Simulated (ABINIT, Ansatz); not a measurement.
# Sr2H6Os (Fm-3m): changed settings of a GW run in ABINIT

What do changed inputs do to GW on Sr2H6Os (Fm-3m)?

Main program and level: ABINIT 10.8.3; PBEsol and many-body steps on it, plane waves.

Most raw output is cut from this account.

## (1) Starting point

The structure is cubic, space group Fm-3m (No. 225). The conventional cell has a = 7.625 Å, b = 7.625 Å, c = 7.625 Å, α = 90.00°, β = 90.00°, γ = 90.00°. Sr has 12 H at 2.70 Å nearest. H has 1 Os at 1.72 Å and 4 H at 2.44 Å and 4 Sr at 2.70 Å nearest. Os has 6 H at 1.72 Å nearest. Farther neighbours are not listed.

Coordinates:

```cif
data_structure
_symmetry_space_group_name_H-M 'P 1'
_symmetry_Int_Tables_number 1
_cell_length_a 5.3914
_cell_length_b 5.3914
_cell_length_c 5.3914
_cell_angle_alpha 60.000
_cell_angle_beta 60.000
_cell_angle_gamma 60.000
_cell_volume 110.81
loop_
_atom_site_label
_atom_site_type_symbol
_atom_site_fract_x
_atom_site_fract_y
_atom_site_fract_z
_atom_site_occupancy
Sr1 Sr 0.75000 0.75000 0.75000 1
Sr2 Sr 0.25000 0.25000 0.25000 1
H3 H 0.77385 0.77385 0.22615 1
H4 H 0.22615 0.77385 0.22615 1
H5 H 0.77385 0.22615 0.22615 1
H6 H 0.22615 0.22615 0.77385 1
H7 H 0.77385 0.22615 0.77385 1
H8 H 0.22615 0.77385 0.77385 1
Os9 Os 0.00000 0.00000 0.00000 1
```

The cell and positions are those that the Materials Project relaxed with its own functionals (PBE, PBE+U or r2SCAN), kept fixed. Spin-orbit coupling is left out unless a step names it.

## (2) Screening, 2×2×2 mesh, 94 bands, screening to 114.3 eV

This step: ABINIT 10.8.3; RPA screening on PBEsol, plane waves, norm-conserving pseudopotentials.

The RPA dielectric matrix is built and inverted for each q.

run.abi

```
acell 3*1.0 Angstrom
rprim 
  -0.000000000000 3.812277830000 3.812277830000
  3.812277830000 -0.000000000000 3.812277830000
  3.812277830000 3.812277830000 0.000000000000
ntypat 3
znucl 38 1 76
natom 9
typat 1 1 2 2 2 2 2 2 3
xred 
  0.750000000000 0.750000000000 0.750000000000
  0.250000000000 0.250000000000 0.250000000000
  0.773847590000 0.773847590000 0.226152410000
  0.226152410000 0.773847590000 0.226152410000
  0.773847590000 0.226152410000 0.226152410000
  0.226152410000 0.226152410000 0.773847590000
  0.773847590000 0.226152410000 0.773847590000
  0.226152410000 0.773847590000 0.773847590000
  0.000000000000 0.000000000000 0.000000000000
pp_dirpath "pseudos"
pseudos "Sr.upf, H.upf, Os.upf"
ecut 33
ngkpt 2 2 2
nshiftk 1
shiftk 0 0 0
kptopt 1
chksymbreak 0
istwfk *1
occopt 1
irdwfk 1
optdriver 3
nband 94
ecuteps 4.2
inclvkb 2
awtr 1
symchi 1
indata_prefix "in"
outdata_prefix "out"
tmpdata_prefix "tmp"
```

Launch:

```console
> OMP_NUM_THREADS=1 mpirun -n 4 abinit run.abi > log
```

Wall time 12 s (4 MPI ranks of Arm Neoverse V2, shared host); peak memory 1.2 GiB.

Numbers from this step:

| Item | Value |
| --- | --- |
| ε∞ with local fields, on this mesh, along the program's q direction | 4.348 |
| the same without local fields | 5.329 |
| plasma frequency | 22.86 eV |
| plane waves in the screening matrix | 331 |

Local fields lower ε∞ by 18 %. On a Γ-centred mesh this coarse the value itself is usually too large, while a short band sum pulls it down.

## (3) Base

The self-energy is evaluated for the states that the input lists, and the levels follow from it, in one-shot runs by the linearised quasiparticle equation.

This step: G0W0 on PBEsol, plane waves, norm-conserving pseudopotentials.

Changes to run.abi since step 2:

```diff
@@ -30,8 +30,17 @@
 irdwfk 1
-optdriver 3
+optdriver 4
 nband 94
+gwcalctyp 0
+ecutsigx 33
+symsigma 1
+nkptgw 2
+kptgw 
+  0.0000000000 0.0000000000 0.0000000000
+  0.5000000000 0.5000000000 0.0000000000
+bdgw 
+  19 24
+  20 23
 ecuteps 4.2
-inclvkb 2
-awtr 1
-symchi 1
+irdscr 1
+ppmodel 1
 indata_prefix "in"
```

It took 7.1 s on 4 MPI ranks; peak memory 1 GiB.

This step gave:

```yaml
g0w0_gap_on_the_points_computed: 3.464 eV
starting_gap_on_the_mesh: 2.319 eV
k_of_the_valence_top: 0, 0, 0
k_of_the_conduction_bottom: 0.5, 0.5, 0
z_at_the_valence_top: 0.797
z_at_the_conduction_bottom: 0.834
least_direct_g0w0_gap_on_the_computed_points: 3.501 eV
```

The gap on the mesh goes from 2.32 eV to 3.46 eV, a correction of +1.14 eV.

## (4) Smaller part of the screening matrix

Changes to run.abi since step 3:

```diff
@@ -42,3 +42,3 @@
   20 23
-ecuteps 4.2
+ecuteps 2.1
 irdscr 1
```

It took 4.1 s on 4 MPI ranks; peak memory 0.95 GiB; 16 s of CPU time.

Numbers from this step:

- G0W0 gap on the points computed: 3.425 eV
- starting gap on the mesh: 2.319 eV
- k of the valence top: 0, 0, 0
- k of the conduction bottom: 0.5, 0.5, 0
- Z at the valence top: 0.801
- Z at the conduction bottom: 0.836
- least direct G0W0 gap on the computed points: 3.465 eV

## (5) A keyword of another program

Changes to run.abi since step 4:

```diff
@@ -42,5 +42,6 @@
   20 23
-ecuteps 2.1
+ecuteps 4.2
 irdscr 1
 ppmodel 1
+ecut_chi 100
 indata_prefix "in"
```

Wall time 0.72 s (4 MPI ranks); peak memory 0.05 GiB.

The run stopped with an error after 0.72 s.

The program's words: Found token: `ECUT_CHI` in the input file. This name is not one of the registered input variable names (see Action: check your input file. Perhaps you mistyped the input variable, or specified "img", although this was not permitted for this input variable.

The fault put into this input: a keyword of another program.

## (6) Side by side

Times are wall times on 4 MPI ranks of Arm Neoverse V2, shared host, good to a factor of about two. A run's time includes the screening step that it read.

```tsv
run	mesh	bands	screening cutoff (eV)	DFT gap (eV)	gap on the mesh (eV)	direct (eV)	ε∞ used	time
base	2×2×2	94	114.3	2.319	3.464	3.501	4.35	19 s
smaller part of the screening matrix	2×2×2	94	57.1	2.319	3.425	3.465	4.35	16 s
```

## (7) Summary of results

| Quantity | Value |
| --- | --- |
| base | 3.464 eV |
| smaller part of the screening matrix | 3.425 eV |
| known limits | not at the basis limit; no spin polarisation; d states lean on the start; no spin-orbit coupling; coarse k mesh |

What this shows: Smaller part of the screening matrix: −0.039 eV against base (keys changed: ecuteps). Bands and cutoff are finite, so the gap is not at the basis limit. The miss can reach some tenths of an eV and take either sign; the mesh is an error of its own. In the G0W0 runs levels were corrected at 2 k points alone, so a gap called «on the mesh» is the least over those, and an edge elsewhere would be missed. The 2×2×2 mesh is coarse for this cell, which bears on the long-range parts of exchange and screening. The runs have no spin polarisation. For a closed low-spin shell that is the natural state; where a d or f shell is open it is a constraint, and the gap is then not the crystal's own. With d states at the gap, one-shot GW leans hard on its start. The many-body steps are scalar-relativistic: spin-orbit coupling is not in them.

[Paths, hosts, dates, memory and timing lines, banners, echoed tables and standing remarks are left out of the program output.]

[Logs are printed without paths, hosts, clocks, repeated set-up lines and the standing remarks that a program may print on its own settings, such as how far it seeks lower states.]

[Runs of the session that timed out or met a known fault of the program may be left out.]

[Hosts, paths, dates, database ids (printed as entryN), source tags and the programs' standing remarks are cut or masked in the printed files.]

[G0W0 gaps are taken among the corrected bands and points alone; a level outside them can change the order at an edge.]

[Where Ansatz stands beside ABINIT at settings called matched, ABINIT's density can come from a denser mesh and the files from another edition; pairs whose starting gaps differed by over 0.03 eV were left out, so agreement reads better than it is.]
